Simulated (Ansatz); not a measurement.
# 4-layer 1T-PtTe2 (AA) in a perpendicular field, part 2 of 2

Wanted: the out-of-plane response of the 4-layer 1T-PtTe2 (AA). A positive field points along +c.

Ansatz 0.2.0; plane-wave DFT, PBE-D3(BJ), Ansatz PAW (set soft_1); PAW set soft_1.

So far. Step 2 (Relaxation): The lattice constant a goes from 4.020 to 4.034 Å.

## (3) Atoms held, field 0

A sawtooth potential applies the field, turning back in the middle of the vacuum. With the dipole correction the typed value is the field outside the slab. The induced dipole is small, so the SCF threshold is tight.

The cell differs from the one that the last finished run ended in (c 70.393 → 36.137 Å).

Contents of input.yaml:

```yaml
crystal:
  lattice:
    - [4.033601201, 0.0, 0.0]
    - [-2.0168006005, 3.4932011088, 0.0]
    - [0.0, 0.0, 36.1374140466]
  atoms:
    - { symbol: Te, position: [0.6666666667, 0.3333333333, 0.2490493644] }
    - { symbol: Pt, position: [0.0, 0.0, 0.2876209736] }
    - { symbol: Te, position: [0.3333333333, 0.6666666667, 0.3250005123] }
    - { symbol: Te, position: [0.6666666667, 0.3333333333, 0.3913008642] }
    - { symbol: Pt, position: [0.0, 0.0, 0.4291132795] }
    - { symbol: Te, position: [0.3333333333, 0.6666666667, 0.4670912402] }
    - { symbol: Te, position: [0.6666666667, 0.3333333333, 0.5329087598] }
    - { symbol: Pt, position: [0.0, 0.0, 0.5708867205] }
    - { symbol: Te, position: [0.3333333333, 0.6666666667, 0.6086991358] }
    - { symbol: Te, position: [0.6666666667, 0.3333333333, 0.6749994877] }
    - { symbol: Pt, position: [0.0, 0.0, 0.7123790264] }
    - { symbol: Te, position: [0.3333333333, 0.6666666667, 0.7509506356] }
kpoints:
  mp_grid: { grid: [12, 12, 1] }
  band_path:
    path: [[0, 0, 0], [0.5, 0, 0], [0.33333333, 0.33333333, 0], [0, 0, 0]]
    npoints: 16
hamiltonian:
  xc: pbe
  dispersion: d3bj
  pseudopotentials: { kind: paw, azcp: { folder: soft_1 } }
scf:
  occupations: { method: fermi_dirac, width: 0.02585 }
  convergence: { dr2_threshold: 1.0e-10 }
efield:
  axis: 3
  dipole_correction: true
  ramp_position: 0.97
  ramp_width: 0.06
  amplitude: 0
output:
  dos: { projected: true, e_range: [-6, 5] }
  write_potential: true
  write_density: true
  volumetric_format: npy
  elf: true
```

On the command line:

```sh
ansatz run input.yaml --threads 4 --pin off --max-ram 12288MiB --backend cpu --events-out ev --progress --plain --runs-dir out
```

Numbers of over 12 decimals in the logs are rounded to 6 here.

What it wrote:

```text
[...]
Crystal: 12 atoms, lattice volume = 509.183 Å³
Basis set: ecut = 420 eV, 9985 PW (Γ)
Bands: 120, of which v1, the nominal top of the filled ones, is band 100 counted from 1 (99 counted from 0)
Symmetry: 6 space group operations
k-points: 19 of 144 (time reversal used)
[...]
SCF iter   1: F=—  HF=-105951.109194 eV  |F-HF|=—  |Δ(HF+E_count)|=         —  Δρ=4.10e-2  dr2=7.99e0  ethr=3.10e-3  p=0.000 e·Å  D=3.18e-13 V/Å  ΔV_dip=-0.00 eV  dr2_dipole=6.31e-6  V_vac-E_F(+/−)=4.26/4.26 eV  ⟨swp⟩=8.5  Hψ=9554  notcnv=0  defer=97
efield: sawtooth ramp at fractional position 0.9700 (set: `efield.ramp_position`, or a place that a band, a saddle search or an elastic batch's reference lends), width 0.0600; the density the first Hamiltonian is built on has a dipole p = 0.000 e·Å; the dipole correction subtracts the counter field D = 3.18e-13 V/Å, which shifts the + side's vacuum level by -0.00 eV against the − side's; the planar-averaged density in the ramp window peaks in size at 8.2e-6 e/Å³
[...]
SCF iter   2: F=—  HF=-105950.088642 eV  |F-HF|=—  |Δ(HF+E_count)|=    1.02e0  Δρ=1.54e-2  dr2=1.22e0  ethr=3.10e-3  p=-0.000 e·Å  D=-2.32e-5 V/Å  ΔV_dip=0.00 eV  dr2_dipole=2.52e-6  V_vac-E_F(+/−)=4.26/4.26 eV  ⟨swp⟩=2.9  Hψ=4697  notcnv=0  defer=222
[...]
SCF iter  12: F=-105949.709592 eV  HF=-105949.709592 eV  |F-HF|=1.60e-10  |Δ(HF+E_count)|=   1.21e-9  Δρ=9.91e-8  dr2=4.66e-11  ethr=1.00e-12  p=0.000 e·Å  D=4.68e-10 V/Å  ΔV_dip=-0.00 eV  dr2_dipole=6.48e-14  V_vac-E_F(+/−)=4.36/4.36 eV  ⟨swp⟩=15.5  Hψ=12723  notcnv=0
SCF 1 converged in 12 iterations: F = -105949.709592 eV  dr2 = 4.66e-11
[...]
NSCF: frozen V_eff on 49 k-points
efield: sawtooth ramp at fractional position 0.9700 (kept from the solve that this one continues, or follows in the run), width 0.0600; the density the first Hamiltonian is built on has a dipole p = 0.000 e·Å; the dipole correction subtracts the counter field D = 4.68e-10 V/Å, which shifts the + side's vacuum level by -0.00 eV against the − side's; the planar-averaged density in the ramp window peaks in size at 8.1e-6 e/Å³
[...]
SCF converged after 12 iterations
Free energy (F): -105949.709592 eV
[...]
Internal energy: -105949.696940 eV  (E = F + TS)
E sigma→0 (E₀):  -105949.703266 eV
Entropy (-TS):   -0.012652 eV (-1.054 meV/atom)
Fermi energy:    6.093236 eV
Dipole field:    D = -0.000000 V/Å  (p = -0.000001 e·Å, saw-weighted, corrected)
Work function:   Φ+ = 4.3622 eV   Φ− = 4.3622 eV
Levels:          The Fermi level and band energies are counted from a zero that moves with the ramp; work functions are not
[...]
--- Band table (eV; the first three rows and the last of 19) ---
  k-point 0: bands = [... 96 lower, 5.6161, 5.6161, 6.3898, 7.0926, 7.0926, 7.2541, 7.5337, 7.5337, ... 16 higher]
  k-point 1: bands = [... 96 lower, 5.5917, 6.0546, 6.2896, 6.7000, 6.9511, 7.1035, 7.4392, 7.4543, ... 16 higher]
  k-point 2: bands = [... 96 lower, 5.2856, 5.4362, 5.7613, 6.3061, 6.7222, 6.8283, 6.9590, 7.2725, ... 16 higher]
  k-point 18: bands = [... 96 lower, 3.9478, 3.9480, 4.2746, 4.2746, 6.0037, 6.0037, 6.6688, 6.6688, ... 16 higher]
```

Wall time 73 s (4 threads of Intel Xeon Platinum 8488C (Sapphire Rapids), shared host); peak memory 2.9 GiB; 4.7 min of CPU time.

Numbers from this step:

```yaml
energy_at_zero_smearing: -105949.7033 eV
work_function_upper_face: 4.362 eV
dipole_along_the_normal: -6.03e-7 e·Å
```

Running mean over a fixed 2.5 Å (it still follows the layers) of the planar mean; the ramp of the sawtooth is left out. The electron's electrostatic potential energy less the Fermi level by z:

```csv
z (Å),electron's electrostatic potential energy less the Fermi level (eV)
4,4.36
5,4.36
6,4.29
7,3.37
8,-0.186
9,-5.11
10,-8.47
11,-8.27
12,-4.67
13,-3.29
14,-5.04
15,-8.47
16,-8.49
17,-5.13
18,-3.35
19,-4.61
20,-8.28
21,-8.63
22,-5.65
23,-3.34
24,-4.23
25,-8.02
26,-8.60
27,-5.84
28,-0.760
29,2.96
30,4.26
31,4.35
32,4.36
```

The density of states has structure finer than the step of the table below, so its rows give means over 0.2 eV, whole bins alone (the curve runs from -6 to 1.99 eV). Peaks (eV: height): -5.59: 21.0, -5.26: 28.8, -5.15: 24.1, -4.57: 20.9, -4.02: 31.1, -3.96: 27.2, -3.44: 47.5.

Density of states against energy, zero at the Fermi level; means over each step:

```csv
energy (eV),density of states (states/eV a cell)
-5.8,7.05
-5.6,15.4
-5.4,18.1
-5.2,19.9
-5.0,12.7
-4.8,8.59
-4.6,10.7
-4.4,10.6
-4.2,18.8
-4.0,25.0
-3.8,12.7
-3.6,5.23
-3.4,28.7
-3.2,14.1
-3.0,9.90
-2.8,10.3
-2.6,10.8
-2.4,9.27
-2.2,10.8
-2.0,9.23
-1.8,10.5
-1.6,7.83
-1.4,8.84
-1.2,7.30
-1.0,6.22
-0.8,5.06
-0.6,2.96
-0.4,2.60
-0.2,1.64
0.0,5.61
0.2,5.24
0.4,5.73
0.6,10.9
0.8,5.17
1.0,6.79
1.2,8.65
1.4,7.75
1.6,6.33
1.8,8.18
```

Projected DOS per atom over height of the atomic layer and energy from the Fermi level. Layers: Te Pt Te Te Pt Te Te Pt Te Te Pt Te from below.

Values in states/eV, 22 rows by 12 columns, each cell a mean:
```
0.46 0.31 0.65 0.73 0.36 0.69 0.69 0.36 0.73 0.65 0.31 0.46
0.67 0.45 0.82 0.68 0.34 0.49 0.49 0.34 0.68 0.82 0.45 0.67
0.93 0.60 0.89 0.46 0.32 0.49 0.49 0.32 0.46 0.89 0.60 0.93
0.82 0.57 0.65 0.48 0.43 0.63 0.63 0.43 0.48 0.65 0.57 0.82
0.59 0.38 0.38 0.49 0.44 0.53 0.53 0.44 0.49 0.38 0.38 0.59
0.47 0.28 0.22 0.55 0.50 0.46 0.46 0.50 0.55 0.22 0.28 0.47
0.29 0.07 0.16 0.26 0.08 0.24 0.24 0.08 0.26 0.16 0.07 0.29
0.58 0.12 0.42 0.36 0.13 0.40 0.40 0.13 0.36 0.42 0.12 0.58
0.90 0.26 0.70 0.56 0.25 0.54 0.54 0.25 0.56 0.70 0.26 0.90
0.94 0.44 0.77 0.76 0.42 0.73 0.73 0.42 0.76 0.77 0.44 0.94
0.94 0.68 0.75 0.81 0.63 0.85 0.85 0.63 0.81 0.75 0.68 0.94
1.03 0.93 0.82 0.70 0.77 0.73 0.73 0.77 0.70 0.82 0.93 1.03
0.69 1.04 0.65 0.70 1.12 0.67 0.67 1.12 0.70 0.65 1.04 0.69
0.55 1.26 0.55 0.64 1.43 0.63 0.63 1.43 0.64 0.55 1.26 0.55
0.39 4.32 0.44 0.48 4.05 0.49 0.49 4.05 0.48 0.44 4.32 0.39
0.15 1.57 0.20 0.22 2.05 0.23 0.23 2.05 0.22 0.20 1.57 0.15
0.75 4.06 0.78 0.74 4.24 0.70 0.70 4.24 0.74 0.78 4.06 0.75
0.75 1.98 0.44 0.49 1.96 0.58 0.58 1.96 0.49 0.44 1.98 0.75
0.81 1.46 0.35 0.46 1.13 0.38 0.38 1.13 0.46 0.35 1.46 0.81
0.85 2.29 0.73 0.77 2.04 0.72 0.72 2.04 0.77 0.73 2.29 0.85
0.97 2.92 1.16 0.78 2.32 0.95 0.95 2.32 0.78 1.16 2.92 0.97
0.30 0.55 0.63 0.69 0.87 0.62 0.62 0.87 0.69 0.63 0.55 0.30
```
Columns: height of the atomic layer (Å) from 9 to 27.1 (not evenly spaced); rows upwards: energy from the Fermi level (eV) from -5.96 to 1.96.

Electronic bands along the path, in eV, zero at the Fermi level:

```csv
point,band 97,band 98,band 99,band 100,band 101,band 102,band 103,band 104
Γ,-0.48,-0.48,0.30,1.00,1.00,1.16,1.44,1.44
halfway,-1.21,-1.03,-0.68,-0.33,0.08,0.50,0.65,1.09
M,-2.32,-2.23,-1.52,-0.95,0.30,0.47,0.93,1.10
halfway,-2.11,-1.81,-1.44,-1.42,0.05,0.47,0.62,0.89
K,-2.15,-2.15,-1.82,-1.82,-0.09,-0.09,0.58,0.58
halfway,-1.35,-1.31,-0.82,-0.33,0.24,0.40,0.71,0.79
Γ,-0.48,-0.48,0.30,1.00,1.00,1.16,1.44,1.44
```

Valence density in the ca plane at fractional y = 0.000, with atoms of Pt within 0.2 Å of it. It is the smooth field of the valence electrons, not physical close to the nuclei.

Ten steps, logarithmic in the rise over the least value, from '0' (0 e/Å³) to '9' (11 e/Å³), each cell a mean:
```
00000000000000000001136999731100011368997421
00000000000000000001135777531100011247875321
00000000000000000011223444322111112234443221
00000000000000000012222222222211122222222222
00000000000000000112222212222221222222122222
00000000000000000112222212222221222222122222
00000000000000000112222222222211122222222222
00000000000000000011222333222111112223332221
00000000000000000001124565421100011235654221
00000000000000000001136898631100011358986321
00000000000000000001137999742100001379997421
```
Columns run along c (16.0 Å, from fractional 0.05 to 0.49 of the cell), rows up along a (4.0 Å). Atoms in or near the plane, at fractional coordinates: Pt at (0.29, 0.00), Pt at (0.43, 0.00).

Electrostatic potential energy in the ca plane at fractional y = 0.000, with atoms of Pt within 0.2 Å of it. With pseudopotentials it is smooth inside the atoms' cores, unlike the true potential.

Values in eV, 6 rows by 16 columns, each cell a mean:
```
 10  10  10  10  10  10  10   6 -40 -31   8   9   7 -34 -37   7
 10  10  10  10  10  10   9   6  -1   1   6   8   6   0  -1   6
 10  10  10  10  10  10   7   2   6   5   2   6   2   5   6   1
 10  10  10  10  10  10   8   3   6   5   3   7   3   5   6   3
 10  10  10  10  10  10   9   7 -11  -6   7   9   7  -8  -9   7
 10  10  10  10  10  10  10   6 -46 -37   8  10   7 -40 -43   6
```
Columns run along c (16.0 Å, from fractional 0.05 to 0.49 of the cell; values clipped at the 3rd and 97th percentile), rows up along a (4.0 Å). Atoms in or near the plane, at fractional coordinates: Pt at (0.29, 0.00), Pt at (0.43, 0.00).

ELF in the ca plane at fractional y = 0.000, with atoms of Pt within 0.2 Å of it. It is the smooth field of the valence electrons, not physical close to the nuclei.

Values, 6 rows by 16 columns, each cell a mean:
```
0.00 0.00 0.00 0.00 0.00 0.01 0.06 0.26 0.51 0.46 0.21 0.04 0.22 0.48 0.49 0.24
0.00 0.00 0.00 0.00 0.01 0.08 0.31 0.43 0.34 0.35 0.37 0.16 0.38 0.35 0.34 0.39
0.00 0.00 0.00 0.00 0.02 0.26 0.63 0.54 0.32 0.36 0.51 0.35 0.52 0.35 0.33 0.51
0.00 0.00 0.00 0.00 0.02 0.22 0.58 0.54 0.33 0.37 0.50 0.31 0.51 0.36 0.34 0.51
0.00 0.00 0.00 0.00 0.00 0.04 0.20 0.35 0.36 0.36 0.30 0.11 0.31 0.36 0.36 0.32
0.00 0.00 0.00 0.00 0.00 0.00 0.04 0.26 0.55 0.51 0.20 0.03 0.22 0.52 0.54 0.24
```
Columns run along c (16.0 Å, from fractional 0.05 to 0.49 of the cell), rows up along a (4.0 Å). Atoms in or near the plane, at fractional coordinates: Pt at (0.29, 0.00), Pt at (0.43, 0.00).

The work function of the upper face is 4.36 eV.

## (4) Single point, field 0.1 V/Å

input.yaml: that of step 3 with these lines changed.

```diff
@@ -35,5 +35,4 @@
   ramp_width: 0.06
-  amplitude: 0
+  amplitude: 0.1
 output:
-  dos: { projected: true, e_range: [-6, 5] }
   write_potential: true
@@ -41,2 +40 @@
   volumetric_format: npy
-  elf: true
```

What it wrote:

```text
[...]
Crystal: 12 atoms, lattice volume = 509.183 Å³
Basis set: ecut = 420 eV, 9985 PW (Γ)
Bands: 120, of which v1, the nominal top of the filled ones, is band 100 counted from 1 (99 counted from 0)
Symmetry: 6 space group operations
k-points: 19 of 144 (time reversal used)
[...]
k-point 0: bands = [... 96 lower, 5.6157, 5.6157, 6.3893, 7.0921, 7.0921, 7.2535, 7.5332, 7.5332, ... 16 higher]
  k-point 1: bands = [... 96 lower, 5.5913, 6.0541, 6.2891, 6.6995, 6.9506, 7.1029, 7.4387, 7.4538, ... 16 higher]
  k-point 2: bands = [... 96 lower, 5.2854, 5.4358, 5.7608, 6.3056, 6.7217, 6.8278, 6.9586, 7.2720, ... 16 higher]
  k-point 18: bands = [... 96 lower, 3.9476, 3.9482, 4.2692, 4.2792, 5.9990, 6.0073, 6.6673, 6.6694, ... 16 higher]
[key lines of the parts left out:]
SCF converged after 14 iterations
Free energy (F): -105949.717691 eV
Fermi energy:    6.092721 eV
Dipole field:    D = 0.057564 V/Å  (p = 0.161981 e·Å, saw-weighted, corrected)
```

Run time: 68 s. Hardware: 4 threads; peak memory 2.5 GiB.

The dipole is 0.162 e·Å.

## (5) Atoms held, field -0.1 V/Å

input.yaml: that of step 4 with these lines changed.

```diff
@@ -35,3 +35,3 @@
   ramp_width: 0.06
-  amplitude: 0.1
+  amplitude: -0.1
 output:
```

What it wrote:

```text
[...]
Crystal: 12 atoms, lattice volume = 509.183 Å³
Basis set: ecut = 420 eV, 9985 PW (Γ)
Bands: 120, of which v1, the nominal top of the filled ones, is band 100 counted from 1 (99 counted from 0)
Symmetry: 6 space group operations
k-points: 19 of 144 (time reversal used)
[...]
k-point 0: bands = [... 96 lower, 5.6157, 5.6157, 6.3893, 7.0921, 7.0921, 7.2535, 7.5332, 7.5332, ... 16 higher]
  k-point 1: bands = [... 96 lower, 5.5913, 6.0541, 6.2891, 6.6995, 6.9506, 7.1029, 7.4387, 7.4538, ... 16 higher]
  k-point 2: bands = [... 96 lower, 5.2854, 5.4358, 5.7608, 6.3056, 6.7217, 6.8278, 6.9586, 7.2720, ... 16 higher]
  k-point 18: bands = [... 96 lower, 3.9476, 3.9482, 4.2692, 4.2792, 5.9990, 6.0073, 6.6673, 6.6694, ... 16 higher]
[key lines of the parts left out:]
SCF converged after 14 iterations
Free energy (F): -105949.717691 eV
Fermi energy:    6.092721 eV
Dipole field:    D = -0.057564 V/Å  (p = -0.161980 e·Å, saw-weighted, corrected)
```

The job ended after 66 s (4 threads; peak memory 2.5 GiB; 4.4 min of CPU time).

The dipole is -0.162 e·Å.

## (6) Atoms held, field 0.2 V/Å

input.yaml: that of step 5 with these lines changed.

```diff
@@ -35,3 +35,3 @@
   ramp_width: 0.06
-  amplitude: -0.1
+  amplitude: 0.2
 output:
```

What it wrote:

```text
[...]
Crystal: 12 atoms, lattice volume = 509.183 Å³
Basis set: ecut = 420 eV, 9985 PW (Γ)
Bands: 120, of which v1, the nominal top of the filled ones, is band 100 counted from 1 (99 counted from 0)
Symmetry: 6 space group operations
k-points: 19 of 144 (time reversal used)
[...]
k-point 0: bands = [... 96 lower, 5.6146, 5.6146, 6.3877, 7.0906, 7.0906, 7.2518, 7.5318, 7.5318, ... 16 higher]
  k-point 1: bands = [... 96 lower, 5.5901, 6.0525, 6.2876, 6.6980, 6.9491, 7.1013, 7.4373, 7.4524, ... 16 higher]
  k-point 2: bands = [... 96 lower, 5.2847, 5.4345, 5.7593, 6.3042, 6.7202, 6.8262, 6.9573, 7.2705, ... 16 higher]
  k-point 18: bands = [... 96 lower, 3.9462, 3.9477, 4.2630, 4.2830, 5.9934, 6.0098, 6.6649, 6.6691, ... 16 higher]
[key lines of the parts left out:]
SCF converged after 14 iterations
Free energy (F): -105949.741990 eV
Fermi energy:    6.091170 eV
Dipole field:    D = 0.115141 V/Å  (p = 0.323998 e·Å, saw-weighted, corrected)
```

Wall time 70 s (4 threads); peak memory 2.5 GiB; 4.6 min of CPU time.

The dipole is 0.324 e·Å.

## (7) Atoms held, field 0.3 V/Å

input.yaml: that of step 6 with these lines changed.

```diff
@@ -35,3 +35,3 @@
   ramp_width: 0.06
-  amplitude: 0.2
+  amplitude: 0.3
 output:
```

What it wrote:

```text
[...]
Crystal: 12 atoms, lattice volume = 509.183 Å³
Basis set: ecut = 420 eV, 9985 PW (Γ)
Bands: 120, of which v1, the nominal top of the filled ones, is band 100 counted from 1 (99 counted from 0)
Symmetry: 6 space group operations
k-points: 19 of 144 (time reversal used)
[...]
k-point 0: bands = [... 96 lower, 5.6127, 5.6127, 6.3850, 7.0881, 7.0881, 7.2490, 7.5293, 7.5293, ... 16 higher]
  k-point 1: bands = [... 96 lower, 5.5881, 6.0499, 6.2851, 6.6956, 6.9466, 7.0985, 7.4348, 7.4499, ... 16 higher]
  k-point 2: bands = [... 96 lower, 5.2835, 5.4324, 5.7569, 6.3018, 6.7177, 6.8236, 6.9550, 7.2681, ... 16 higher]
  k-point 18: bands = [... 96 lower, 3.9440, 3.9461, 4.2560, 4.2860, 5.9868, 6.0114, 6.6615, 6.6677, ... 16 higher]
[key lines of the parts left out:]
SCF converged after 14 iterations
Free energy (F): -105949.782495 eV
Fermi energy:    6.088556 eV
Dipole field:    D = 0.172744 V/Å  (p = 0.486088 e·Å, saw-weighted, corrected)
```

The job ended after 72 s (4 threads; peak memory 2.5 GiB).

The dipole is 0.486 e·Å.

## (8) Response, atoms held

This step: plane-wave DFT, PBE-D3(BJ), Ansatz PAW (set soft_1); response to a field along the normal, atoms held; PAW set soft_1 (Ansatz 0.2.0).

The dipoles give the slope, and the difference of two potentials shows where the field is screened.

This step gave:

```yaml
equivalent_conductor_thickness_p_eps_0ae: 20.80 Å
distance_between_the_outer_atoms: 18.14 Å
```

The dipole of the cell by applied field:

```csv
applied field (V/Å),dipole of the cell (e·Å)
-0.100,-0.162
0.000,-6.0e-7
0.100,0.162
0.200,0.324
0.300,0.486
```

Local field over the applied field, running mean. From the potentials at -0.1 and 0.1 V/Å; running mean over 2.8 Å. The local field over applied field by z:

z (Å), local field over applied field and a bar:
```
        5      0.986 ##############################
        6      0.920 ############################
        7      0.701 #####################
        8      0.385 ############
        9      0.115 ###
       10      0.013 
       11      0.004 
       12      0.013 
       13      0.016 
       14      0.008 
       15      0.002 
       16      0.001 
       17      0.002 
       18      0.003 
       19      0.002 
       20      0.001 
       21      0.002 
       22      0.007 
       23      0.016 
       24      0.014 
       25      0.006 
       26      0.008 
       27      0.091 ###
       28      0.342 ##########
       29      0.660 ####################
       30      0.901 ###########################
       31      0.982 ##############################
```

Electrons, planar mean, per unit field. Table of induced electron density by z:

z (Å), induced electron density (e/Å³ per V/Å) and a bar from the least value:
```
        5    0.00006 ##############
        6    0.00035 ################
        7    0.00172 #######################
        8    0.00286 ##############################
        9    0.00084 ##################
       10    0.00000 ##############
       11    0.00010 ##############
       12   -0.00021 ############
       13    0.00011 ##############
       14    0.00009 ##############
       15    0.00000 ##############
       16    0.00004 ##############
       17   -0.00004 #############
       18    0.00000 ##############
       19    0.00003 ##############
       20   -0.00004 #############
       21    0.00000 ##############
       22   -0.00008 #############
       23   -0.00009 #############
       24    0.00013 ##############
       25   -0.00007 #############
       26    0.00003 ##############
       27   -0.00060 ##########
       28   -0.00237 
       29   -0.00206 ##
       30   -0.00045 ###########
       31   -0.00007 #############
```

By hand: between -0.1 and 0.1 V/Å the dipole changes by 0.3240 e·Å, a slope of 1.620 e·Å²/V. A perfect conductor of thickness t has p = ε₀AEt, so t = 180.95 × 1.620 / 14.090 = 20.80 Å (e/ε₀ = 180.95 V·Å, A in Å²).

The induced dipole is that of a conductor 20.80 Å thick.

## (9) Outcome

```json
{"gap without field": "none", "work function, upper face": "4.36 eV", "equivalent conductor thickness, atoms held": "20.8 Å"}
```

**Reading.** The induced dipole equals that of a perfect conductor 20.80 Å thick, while the outer atoms lie 18.14 Å apart. There is no gap over 0.03 eV, with or without the field. The main runs have no spin polarisation; a magnetic state could lie lower and would change these results. Spin-orbit coupling is left out, which matters for the bands of elements this heavy. After relaxation neighbouring layers come as close as 2.4 Å along the normal, so they are bonded in part and no longer a van der Waals stack.

[Logs are printed without paths, hosts, clocks, repeated set-up lines and the standing remarks that a program may print on its own settings, such as how far it seeks lower states.]

[Hosts, paths, dates, database ids (printed as entryN), source tags and the programs' standing remarks are cut or masked in the printed files.]

[Maps of the electrostatic potential energy from Ansatz leave out the sawtooth potential of an applied field or a dipole correction, so their vacuum need not be flat; planar profiles and work functions include it.]

[The density of states shown here was stored with 400 of the rows of the run's finer table, so its peaks can read low, often by over a quarter, or be missed, and its means over a window can be off by a tenth or more.]
